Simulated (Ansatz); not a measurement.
**MoS, from a guessed structure to a relaxed one**

Starting from a made-up structure for MoS, the aim is the relaxed cell, its shortest contacts and, where a second run follows, its electronic structure.

Main program and level: Ansatz 0.2.0; DFT, PBE, plane-wave PAW, files of the set soft_1, scalar-relativistic, no spin, cell and ions relaxed at zero pressure; PAW set soft_1.

## Step 1: Starting point

The structure is orthorhombic, space group Cmcm (No. 63). The conventional cell has a = 3.902 Å, b = 10.897 Å, c = 3.973 Å, α = 90.00°, β = 90.00°, γ = 90.00°. Mo has 5 S at 2.50 to 2.81 Å nearest. S has 5 Mo at 2.50 to 2.81 Å nearest. Farther neighbours and most contacts between anions are not listed.

## Step 2: Relaxation of the guess

The guessed cell has no reason to be at equilibrium. It is relaxed with the atoms, within the space group of the guess.

The input, input.yaml:

```yaml
crystal:
  lattice:
    - [1.951, -5.4485, 0.0]
    - [1.951, 5.4485, 0.0]
    - [0.0, 0.0, 3.973]
  atoms:
    - { symbol: Mo, position: [0.1186, 0.8814, 0.75] }
    - { symbol: Mo, position: [0.8814, 0.1186, 0.25] }
    - { symbol: S, position: [0.3484, 0.6516, 0.75] }
    - { symbol: S, position: [0.6516, 0.3484, 0.25] }
kpoints:
  mp_grid: { grid: [7, 7, 7] }
scf:
  occupations: { method: fermi_dirac, width: 0.05 }
hamiltonian:
  xc: pbe
  pseudopotentials: { kind: paw, azcp: { folder: soft_1 } }
relax:
  f_tol: 0.015
  max_steps: 70
  cell: {}
output:
  forces: true
  stress: true
```

Started as:

```bash
> ansatz run input.yaml --threads 4 --pin off --max-ram 10240MiB --backend cpu --events-out ev --progress --plain --runs-dir out
```

Numbers of over 12 decimals in the logs are rounded to 6 here.

Log:

```text
Engine: ansatz 0.2.0, aarch64-unknown-linux-gnu
Pseudopotentials: kind: paw
Pseudopotential: Mo, paw, valence charge 14, recommended cutoff 420 eV (normal), soft_1/Mo.paw.azcp
Pseudopotential: S, paw, valence charge 6, recommended cutoff 420 eV (normal), soft_1/S.paw.azcp
Functional definition: PBE
  parameter kappa = 0.804
  parameter beta = 0.066725
  exchange = pbe_x(kappa = kappa, mu = beta*pi^2/3)
  correlation = pbe_c(beta = beta)
Crystal: 4 atoms, lattice volume = 84.466 Å³
Basis set: ecut = 420 eV, 1677 PW (Γ), exchange–correlation on 80×80×54 points (8 copies of the dense FFT grid, shifted against one another)
Bands: 24, of which v1, the nominal top of the filled ones, is band 20 counted from 1 (19 counted from 0)
Symmetry: 8 space group operations
Space group: Cmcm (ITA 63), of the structure as read, at distance tolerance 4.4e-5 Å
k-points: 64 of 343
Non-local potential: Mo, projectors of the file, l = 0: 3, l = 1: 2, l = 2: 2, l = 3: 1
Non-local potential: S, projectors of the file, l = 0: 2, l = 1: 2, l = 2: 1
PAW form: soft (Blöchl's): semilocal exchange-correlation on the pseudo side does not see the compensation charge
PAW one-centre angular grid: Mo, 590 points (default); XC on 64 Gauss nodes
PAW one-centre angular grid: S, 110 points (default); XC on 64 Gauss nodes
Initial density: superposition of atomic densities (chi_scale 0.1, normalization cell, long waves kept (reshape's long-wave potential 0.01 eV rms))
Initial wavefunctions: pseudopotential atomic-orbital guess
Functional: x = pbe(κ = 0.804, μ = 0.219515), c = pbe(β = 0.066725)
SCF iter   1: F=—  HF=-11714.149435 eV  |F-HF|=—  |Δ(HF+E_count)|=         —  Δρ=5.82e-2  dr2=4.20e0  ethr=3.10e-3  ⟨swp⟩=6.2  Hψ=15707  notcnv=0
automatic band count: the SCF goes on with 28 bands, as 24 were too few: the levels above may hold too much charge
preconditioner: auto → Kerker (q_TF=auto, 2.409 Å⁻¹)  [metal: Δε(μ)=0.007 eV  Ē_g=6.800 eV  σ=0.050 eV  W_gap=0.03  n_scr=26 (ndim 8)  ℏωp=19.8 eV  f_vac=0.000  D(μ)=6.73/eV (n_scr^D=84)]
SCF iter   2: F=—  HF=-11713.484485 eV  |F-HF|=—  |Δ(HF+E_count)|=   6.65e-1  Δρ=3.15e-2  dr2=1.19e0  ethr=3.10e-3  ⟨swp⟩=2.3  Hψ=3174  notcnv=0  defer=15
SCF iter   3: F=—  HF=-11713.254130 eV  |F-HF|=—  |Δ(HF+E_count)|=   2.30e-1  Δρ=4.63e-3  dr2=1.06e-2  ethr=2.97e-3  ⟨swp⟩=2.0  Hψ=2533  notcnv=0  defer=15
SCF iter   4: F=—  HF=-11713.256639 eV  |F-HF|=—  |Δ(HF+E_count)|=   2.51e-3  Δρ=9.79e-4  dr2=1.00e-3  ethr=2.64e-5  ⟨swp⟩=2.8  Hψ=3811  notcnv=0  defer=15
SCF iter   5: F=—  HF=-11713.256657 eV  |F-HF|=—  |Δ(HF+E_count)|=   1.84e-5  Δρ=3.63e-4  dr2=7.83e-5  ethr=2.50e-6  ⟨swp⟩=2.4  Hψ=2380  notcnv=0  defer=15
SCF iter   6: F=—  HF=-11713.256679 eV  |F-HF|=—  |Δ(HF+E_count)|=   2.17e-5  Δρ=1.04e-4  dr2=9.86e-6  ethr=1.96e-7  ⟨swp⟩=2.6  Hψ=3119  notcnv=0  defer=15
SCF iter   7: F=—  HF=-11713.256679 eV  |F-HF|=—  |Δ(HF+E_count)|=   2.13e-8  Δρ=2.43e-5  dr2=7.64e-7  ethr=2.46e-8  ⟨swp⟩=2.3  Hψ=2575  notcnv=0  defer=15
SCF iter   8: F=-11713.256679 eV  HF=-11713.256679 eV  |F-HF|=2.16e-8  |Δ(HF+E_count)|=   8.79e-8  Δρ=6.88e-6  dr2=6.63e-8  ethr=2.50e-10  ⟨swp⟩=5.0  Hψ=6043  notcnv=0
SCF 1 converged in 8 iterations: F = -11713.256679 eV  dr2 = 6.63e-8
  greatest PAW one-centre occupation: 0.999 electrons in one spin orbital (limit 2), on the Mo atom at site 1 (counted from 0), in its partial waves of l = 0
relax step   1: F+E_penalty+E_count = -11713.25667906 eV  Δ(F+E_penalty+E_count) = +0.000e0 eV  max|allowed force component| = 6.809e-1 eV/Å  Δτ_max = 0.0000 Å  P = -24.608 GPa  Ω = 84.466 Å³  (8 SCF iters, dr2 threshold 1.00e-7 eV, accepted)
Crystal: 4 atoms, lattice volume = 74.346 Å³
Basis set: ecut = 420 eV, 1435 PW (Γ), exchange–correlation on 80×80×54 points (8 copies of the dense FFT grid, shifted against one another)
Bands: 28, of which v1, the nominal top of the filled ones, is band 20 counted from 1 (19 counted from 0)
Initial density: handed on by an earlier stage of this run
Initial wavefunctions: those handed on with the density
iter 1 solved again at ethr=1.42e-4 eV; its pass at ethr=3.10e-3 eV (dr2=5.66e-2 eV) is discarded
SCF iter   1: F=—  HF=-11714.895517 eV  |F-HF|=—  |Δ(HF+E_count)|=         —  Δρ=1.06e-2  dr2=5.73e-2  ethr=1.42e-4  ⟨swp⟩=2.1  Hψ=10255  notcnv=0
preconditioner: auto → Kerker (q_TF=auto, 2.461 Å⁻¹)  [metal: Δε(μ)=0.008 eV  Ē_g=7.080 eV  σ=0.050 eV  W_gap=0.04  n_scr=26 (ndim 8)  ℏωp=21.1 eV  f_vac=0.000  D(μ)=5.17/eV (n_scr^D=50)]
SCF iter   2: F=—  HF=-11714.890187 eV  |F-HF|=—  |Δ(HF+E_count)|=   5.33e-3  Δρ=5.95e-3  dr2=2.10e-2  ethr=1.42e-4  ⟨swp⟩=1.8  Hψ=1891  notcnv=0
SCF iter   3: F=—  HF=-11714.888628 eV  |F-HF|=—  |Δ(HF+E_count)|=   1.56e-3  Δρ=8.36e-4  dr2=8.53e-4  ethr=5.24e-5  ⟨swp⟩=2.2  Hψ=2740  notcnv=0
SCF iter   4: F=—  HF=-11714.888641 eV  |F-HF|=—  |Δ(HF+E_count)|=   1.29e-5  Δρ=2.62e-4  dr2=7.09e-5  ethr=2.13e-6  ⟨swp⟩=2.3  Hψ=2558  notcnv=0
SCF iter   5: F=—  HF=-11714.888644 eV  |F-HF|=—  |Δ(HF+E_count)|=   3.54e-6  Δρ=8.35e-5  dr2=9.03e-6  ethr=1.77e-7  ⟨swp⟩=2.7  Hψ=2772  notcnv=0
SCF iter   6: F=—  HF=-11714.888645 eV  |F-HF|=—  |Δ(HF+E_count)|=   1.14e-6  Δρ=2.42e-5  dr2=5.20e-7  ethr=2.26e-8  ⟨swp⟩=2.0  Hψ=2391  notcnv=0
SCF iter   7: F=-11714.888645 eV  HF=-11714.888645 eV  |F-HF|=7.47e-9  |Δ(HF+E_count)|=   8.17e-8  Δρ=6.05e-6  dr2=2.87e-8  ethr=1.00e-9  ⟨swp⟩=5.0  Hψ=5860  notcnv=0
SCF 2 converged in 7 iterations: F = -11714.888645 eV  dr2 = 2.87e-8
relax step   2: F+E_penalty+E_count = -11714.88864546 eV  Δ(F+E_penalty+E_count) = -1.632e0 eV  max|allowed force component| = 1.230e0 eV/Å  Δτ_max = 0.0624 Å  P = -20.615 GPa  Ω = 74.346 Å³  energy of the carried Pulay correction = +1.189e-3 eV  (7 SCF iters, dr2 threshold 4.00e-7 eV, accepted)
Crystal: 4 atoms, lattice volume = 66.175 Å³
Basis set: ecut = 420 eV, 1271 PW (Γ), exchange–correlation on 80×80×54 points (8 copies of the dense FFT grid, shifted against one another)
iter 1 solved again at ethr=2.53e-4 eV; its pass at ethr=3.10e-3 eV (dr2=1.01e-1 eV) is discarded
SCF iter   1: F=—  HF=-11716.087597 eV  |F-HF|=—  |Δ(HF+E_count)|=         —  Δρ=1.47e-2  dr2=1.03e-1  ethr=2.53e-4  ⟨swp⟩=1.7  Hψ=11034  notcnv=0
preconditioner: auto → Kerker (q_TF=auto, 2.509 Å⁻¹)  [metal: Δε(μ)=0.018 eV  Ē_g=7.776 eV  σ=0.050 eV  W_gap=0.09  n_scr=14 (ndim 8)  ℏωp=22.4 eV  f_vac=0.000  D(μ)=3.32/eV (n_scr^D=30)]
SCF iter   2: F=—  HF=-11716.079252 eV  |F-HF|=—  |Δ(HF+E_count)|=   8.35e-3  Δρ=8.57e-3  dr2=4.42e-2  ethr=2.53e-4  ⟨swp⟩=2.0  Hψ=1961  notcnv=0
SCF iter   3: F=—  HF=-11716.073731 eV  |F-HF|=—  |Δ(HF+E_count)|=   5.52e-3  Δρ=1.16e-3  dr2=1.02e-3  ethr=1.11e-4  ⟨swp⟩=2.0  Hψ=2891  notcnv=0
SCF iter   4: F=—  HF=-11716.073680 eV  |F-HF|=—  |Δ(HF+E_count)|=   5.12e-5  Δρ=3.01e-4  dr2=1.78e-4  ethr=2.55e-6  ⟨swp⟩=2.2  Hψ=2459  notcnv=0
SCF iter   5: F=—  HF=-11716.073665 eV  |F-HF|=—  |Δ(HF+E_count)|=   1.52e-5  Δρ=9.86e-5  dr2=8.73e-6  ethr=4.45e-7  ⟨swp⟩=2.0  Hψ=2398  notcnv=0
SCF iter   6: F=—  HF=-11716.073666 eV  |F-HF|=—  |Δ(HF+E_count)|=   1.00e-6  Δρ=2.29e-5  dr2=4.59e-7  ethr=2.18e-8  ⟨swp⟩=2.1  Hψ=2551  notcnv=0
SCF iter   7: F=-11716.073666 eV  HF=-11716.073666 eV  |F-HF|=5.22e-9  |Δ(HF+E_count)|=   5.02e-8  Δρ=6.35e-6  dr2=3.04e-8  ethr=1.00e-9  ⟨swp⟩=5.0  Hψ=5827  notcnv=0
SCF 3 converged in 7 iterations: F = -11716.073666 eV  dr2 = 3.04e-8
relax step   3: F+E_penalty+E_count = -11716.07366580 eV  Δ(F+E_penalty+E_count) = -1.185e0 eV  max|allowed force component| = 8.036e-1 eV/Å  Δτ_max = 0.0995 Å  P = -11.366 GPa  Ω = 66.175 Å³  energy of the carried Pulay correction = +2.266e-3 eV  (7 SCF iters, dr2 threshold 4.00e-7 eV, accepted)
[... from here on, the SCF cycles and remarks between the steps are left out ...]
relax step   4: F+E_penalty+E_count = -11716.51665581 eV  Δ(F+E_penalty+E_count) = -4.430e-1 eV  max|allowed force component| = 4.699e-1 eV/Å  Δτ_max = 0.0732 Å  P = +0.717 GPa  Ω = 61.326 Å³  energy of the carried Pulay correction = +2.962e-3 eV  (6 SCF iters, dr2 threshold 4.00e-7 eV, accepted)
relax step   5: F+E_penalty+E_count = -11716.83056373 eV  Δ(F+E_penalty+E_count) = -3.139e-1 eV  max|allowed force component| = 3.974e-1 eV/Å  Δτ_max = 0.0817 Å  P = +3.691 GPa  Ω = 60.334 Å³  energy of the carried Pulay correction = +3.110e-3 eV  (6 SCF iters, dr2 threshold 4.00e-7 eV, accepted)
relax step   6: F+E_penalty+E_count = -11716.87859229 eV  Δ(F+E_penalty+E_count) = -4.803e-2 eV  max|allowed force component| = 4.837e-1 eV/Å  Δτ_max = 0.0374 Å  P = +4.367 GPa  Ω = 60.491 Å³  energy of the carried Pulay correction = +3.087e-3 eV  (6 SCF iters, dr2 threshold 4.00e-7 eV, accepted)
relax step   7: F+E_penalty+E_count = -11716.93205281 eV  Δ(F+E_penalty+E_count) = -5.346e-2 eV  max|allowed force component| = 1.162e-1 eV/Å  Δτ_max = 0.0228 Å  P = +0.786 GPa  Ω = 61.555 Å³  energy of the carried Pulay correction = +2.928e-3 eV  (6 SCF iters, dr2 threshold 4.00e-7 eV, accepted)
relax step   8: F+E_penalty+E_count = -11716.93529701 eV  Δ(F+E_penalty+E_count) = -3.244e-3 eV  max|allowed force component| = 3.734e-2 eV/Å  Δτ_max = 0.0078 Å  P = -0.504 GPa  Ω = 62.084 Å³  energy of the carried Pulay correction = +2.850e-3 eV  (6 SCF iters, dr2 threshold 4.00e-7 eV, accepted)
relax step   9: F+E_penalty+E_count = -11716.93587908 eV  Δ(F+E_penalty+E_count) = -5.821e-4 eV  max|allowed force component| = 8.398e-3 eV/Å  Δτ_max = 0.0025 Å  P = -0.038 GPa  Ω = 61.922 Å³  energy of the carried Pulay correction = +2.874e-3 eV  (6 SCF iters, dr2 threshold 4.00e-7 eV, accepted)
relax step  10: F+E_penalty+E_count = -11716.93588890 eV  Δ(F+E_penalty+E_count) = -9.816e-6 eV  max|allowed force component| = 1.608e-3 eV/Å  Δτ_max = 0.0006 Å  P = +0.003 GPa  Ω = 61.913 Å³  energy of the carried Pulay correction = +2.875e-3 eV  (6 SCF iters, dr2 threshold 1.10e-8 eV, accepted)
Basis set: ecut = 420 eV, 1183 PW (Γ), exchange–correlation on 80×80×48 points (8 copies of the dense FFT grid, shifted against one another)
Initial wavefunctions: pseudopotential atomic-orbital guess (no wavefunctions were taken with the density)
iter 1 solved again at ethr=1.58e-7 eV; its pass at ethr=3.10e-3 eV (dr2=6.31e-5 eV) is discarded
SCF iter   1: F=—  HF=-11716.933697 eV  |F-HF|=—  |Δ(HF+E_count)|=         —  Δρ=2.47e-4  dr2=4.72e-6  ethr=1.58e-7  ⟨swp⟩=4.2  Hψ=14121  notcnv=0
preconditioner: auto → Kerker (q_TF=auto, 2.537 Å⁻¹)  [metal: Δε(μ)=0.002 eV  Ē_g=8.339 eV  σ=0.050 eV  W_gap=0.01  n_scr=18 (ndim 8)  ℏωp=23.1 eV  f_vac=0.000  D(μ)=2.36/eV (n_scr^D=18)]
SCF iter   2: F=—  HF=-11716.933719 eV  |F-HF|=—  |Δ(HF+E_count)|=   2.18e-5  Δρ=1.30e-4  dr2=1.26e-6  ethr=1.18e-8  ⟨swp⟩=2.4  Hψ=2730  notcnv=0
SCF iter   3: F=—  HF=-11716.933721 eV  |F-HF|=—  |Δ(HF+E_count)|=   2.66e-6  Δρ=5.79e-6  dr2=8.48e-9  ethr=3.14e-9  ⟨swp⟩=2.1  Hψ=3012  notcnv=0
SCF iter   4: F=—  HF=-11716.933721 eV  |F-HF|=—  |Δ(HF+E_count)|=   4.31e-9  Δρ=1.10e-6  dr2=7.56e-10  ethr=2.12e-11  ⟨swp⟩=2.0  Hψ=2458  notcnv=0
iter 5 did not close the SCF: its close was put off for the readings that it lacked (scf_convergence_deferred on its scf_iter line)
SCF iter   5: F=-11716.933721 eV  HF=-11716.933721 eV  |F-HF|=1.82e-11  |Δ(HF+E_count)|=  6.55e-11  Δρ=1.57e-7  dr2=2.14e-11  ethr=1.89e-12  ⟨swp⟩=2.4  Hψ=2867  notcnv=0
SCF iter   6: F=-11716.933721 eV  HF=-11716.933721 eV  |F-HF|=0.00e0  |Δ(HF+E_count)|=  3.64e-12  Δρ=2.94e-8  dr2=4.35e-13  ethr=1.00e-12  ⟨swp⟩=4.0  Hψ=6093  notcnv=0
SCF 11 converged in 6 iterations: F = -11716.933721 eV  dr2 = 4.35e-13
relax step  11: F+E_penalty+E_count = -11716.93372121 eV  Δ(F+E_penalty+E_count) = +2.168e-3 eV  max|allowed force component| = 1.319e-3 eV/Å  Δτ_max = 0.0000 Å  P = +0.003 GPa  Ω = 61.913 Å³  stress off target by 1.69e-2 GPa  SCF on the basis re-selected at this cell (its energy is not comparable with the rows above)  (6 SCF iters)
basis re-selected at this cell: Δ(F+E_penalty+E_count) = +2.168e-3 eV, ΔP = +0.001 GPa vs the last step (what re-selecting the basis moved, of the pressure what is left beyond the Pulay correction that the steps carried, after the strain that the cell walked since its last selection, with what the two solves' SCF thresholds leave and, on support functions, any second-order correction that the steps lacked; it is no measure of the basis error at this ecutwfc). The dense FFT grid was sized anew with the basis: this SCF ran on 40×40×24 points, the steps before it on 40×40×27, so part of this shift can come from that change (see relax.cell in the input reference). [rest of the remark cut]
SCF converged after 6 iterations
Free energy (F): -11716.933721 eV
Harris-Foulkes:  -11716.933721 eV  (|F-HF|=0.00e0)
Internal energy: -11716.915221 eV  (E = F + TS)
E sigma→0 (E₀):  -11716.924471 eV
Entropy (-TS):   -0.018500 eV (-4.625 meV/atom)
Fermi energy:    15.856828 eV
--- Per-component energies (eV) ---
  E_band       = -163.165191
  E_kinetic    = 1060.755877
  E_local      = -2196.525700  (includes V_loc(G=0)·N_el)
  E_nonlocal   = 368.181668
  E_hartree    = 775.125669
  E_xc         = -531.081368
  E_vxc        = -606.205938  (∫ρ·V_xc dr)
  E_paw        = -7641.570462  (= ΣΔE_a)
  E_vpaw       = -339.622546  (= ΣTr[D̂ρ^β])
  E_aug_tail   = 0.000105  (compensation charges beyond the density's cutoff)
  E_ewald      = -3551.801009
  E_smearing   = -0.018500  (= −TS)
  E_closure    = 0.000000  (closes the sum)
  Σ components = -11716.933721   (vs F -11716.933721, Δ=0.00e0)
--- Forces (eV/Å), atoms counted from 1 ---
  atom   1  Mo     0.00000000    -0.00131912     0.00000000
  atom   2  Mo     0.00000000     0.00131912     0.00000000
  atom   3  S      0.00000000    -0.00083599     0.00000000
  atom   4  S      0.00000000     0.00083599     0.00000000
  max |Σ_I F_I| component: 2.17e-19 eV/Å
--- Stress (GPa, compression-positive) ---
        0.000682       0.000000       0.000000
        0.000000       0.016907       0.000000
        0.000000       0.000000      -0.007825
  P = ⅓ Tr σ = 0.0033 GPa (0.033 kbar)
--- Relaxed structure (10 steps of the walk, 10 accepted, 1 SCFs on fresh bases) ---
  F+E_penalty+E_count = -11716.93372121 eV   max|allowed force component| = 1.319e-3 eV/Å   (the final SCF, on the basis selected at the relaxed cell)
  cell:  # Å, volume = 61.9131 Å³
    - [1.810561, -5.544671, 0.0]
    - [1.810561, 5.544671, 0.0]
    - [0.0, 0.0, 3.083641]
  atoms:
    - { symbol: Mo, position: [0.098356, 0.901644, 0.75] }
    - { symbol: Mo, position: [0.901644, 0.098356, 0.250000] }
    - { symbol: S, position: [0.335834, 0.664166, 0.75] }
    - { symbol: S, position: [0.664166, 0.335834, 0.250000] }
```

It took 23 s on 4 threads of Arm Neoverse V1, shared host; peak memory 0.46 GiB.

The steps of the relaxation:

| step | energy less that of the first step (eV) | largest force component (eV/Å) | pressure (GPa) | volume (Å³) |
| --- | --- | --- | --- | --- |
| 1 | 0.0000 | 0.6810 | -24.61 | 84.47 |
| 2 | -1.6320 | 1.2303 | -20.62 | 74.35 |
| 3 | -2.8170 | 0.8036 | -11.37 | 66.18 |
| 4 | -3.2600 | 0.4699 | 0.72 | 61.33 |
| 5 | -3.5739 | 0.3974 | 3.69 | 60.33 |
| 6 | -3.6219 | 0.4837 | 4.37 | 60.49 |
| 7 | -3.6754 | 0.1162 | 0.79 | 61.55 |
| 8 | -3.6786 | 0.0373 | -0.50 | 62.08 |
| 9 | -3.6792 | 0.0084 | -0.04 | 61.92 |
| 10 | -3.6792 | 0.0016 | 0.00 | 61.91 |
| 11* | -3.6770 | 0.0013 | 0.00 | 61.91 |

Relaxation steps marked * repeat the geometry before them on a plane-wave basis chosen anew for their cell, so energy and pressure can jump there.

Forces are held to the 8 operations that the run works with; a distortion that breaks them can't arise in this run.

| cell as run | before | after | change |
| --- | --- | --- | --- |
| a (Å) | 5.787 | 5.833 | +0.8 % |
| b (Å) | 5.787 | 5.833 | +0.8 % |
| c (Å) | 3.973 | 3.084 | -22.4 % |
| γ (°) | 140.60 | 143.83 | +2.3 % |
| volume (Å³/atom) | 21.12 | 15.48 | -26.7 % |

The atoms that moved most (Å, as changes of fractional coordinates times the final cell):

| atom | dx | dy | dz | length |
| --- | --- | --- | --- | --- |
| Mo1 | 0.000 | 0.224 | 0.000 | 0.224 |
| Mo2 | 0.000 | -0.224 | 0.000 | 0.224 |
| S3 | 0.000 | 0.139 | 0.000 | 0.139 |
| S4 | 0.000 | -0.139 | 0.000 | 0.139 |

Final coordinates:

```
Mo S
1.0
     1.81056   -5.54467    0.00000
     1.81056    5.54467    0.00000
     0.00000    0.00000    3.08364
Mo S
2 2
Direct
  0.09836 0.90164 0.75000
  0.90164 0.09836 0.25000
  0.33583 0.66417 0.75000
  0.66417 0.33583 0.25000
```

Numbers from this step:

| Item | Value |
| --- | --- |
| free energy | -11716.9337 eV |
| energy at zero smearing | -11716.9245 eV |
| smearing term TS | 0.01850 eV |
| Fermi energy | 15.86 eV |
| electrons | 40 |
| symmetry operations | 8 |
| pressure | 0.003255 GPa |

The shortest distance of each pair, which need not be the same contact before and after:

| pair | guess (Å) | relaxed (Å) |
| --- | --- | --- |
| Mo–S | 2.504 | 2.488 |
| Mo–Mo | 3.260 | 2.671 |
| S–S | 3.514 | 3.046 |

The relaxation ends with a largest force component of 0.0013 eV/Å and a pressure of 0.00 GPa.

## Step 3: Summary of results

| Quantity | Value |
| --- | --- |
| space group, relaxed | Cmcm |
| conventional cell | a = 3.621, b = 11.089, c = 3.084 Å; α = 90.0°, β = 90.0°, γ = 90.0° |
| volume per atom | 15.48 Å³ (guess 21.12) |

**Reading.** MoS relaxes to Cmcm with a = 3.621, b = 11.089 and c = 3.084 Å. The guessed volume was 36 % too large. The space group Cmcm was held in the relaxation, so the end point is a stationary structure within it and may be a saddle against distortions or other arrangements. Mesh and cutoff weren't tested. A vector of the cell changed its length by 22 %, so the starting arrangement is largely lost and the mesh was laid for another shape. No dispersion term is used, so weakly bound directions may come out too long. The runs have no spin, and magnetism wasn't tested. Nothing here tests whether the compound is stable against decomposition.

[Logs are printed without paths, hosts, clocks, repeated set-up lines and the standing remarks that a program may print on its own settings, such as how far it seeks lower states.]

[Hosts, paths, dates, database ids (printed as entryN), source tags and the programs' standing remarks are cut or masked in the printed files.]
